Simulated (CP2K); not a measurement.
Two runs for the Cl L₂,₃ edge of chlorocyclopropane. Run A: CP2K XAS_TDP, all-electron GAPW, PBEh(45%), aug-pc-1, TDA, ZORA, spin–orbit coupling. Run B differs in one setting.

First lines with a strength over 0.0003. A:

```
             atom  energy (eV)  states  strength, one atom
Cl1 (bonded to C)       198.98       2              0.0064
                        200.50       2              0.0042
                        201.30       2              0.0009
                        201.45       1              0.0012
                        202.95       2              0.0006
```

B:

```
             atom  energy (eV)  states  strength, one atom
Cl1 (bonded to C)       202.08       2              0.0066
                        203.58       2              0.0048
                        205.11       2              0.0011
                        205.21       2              0.0009
                        205.25       1              0.0018
```

Question: Which was it: GW2X switched on, the functional, the basis?

The functional (functional from PBEh(45%) to PBEh(60%); the lines alone don't name the new value). A functional moves all lines by electronvolts and changes their spacings and strengths. The lowest line over the strength cut lies at 202.08 eV, against 198.98 eV (PBEh(45%), aug-pc-1).

[Banner, clock and machine lines of the logs are left out without a mark of their own.]

[Logs are printed without paths, hosts, clocks, repeated set-up lines and the standing remarks that a program may print on its own settings, such as how far it seeks lower states.]

[Hosts, paths, dates, database ids (printed as entryN), source tags and the programs' standing remarks are cut or masked in the printed files.]
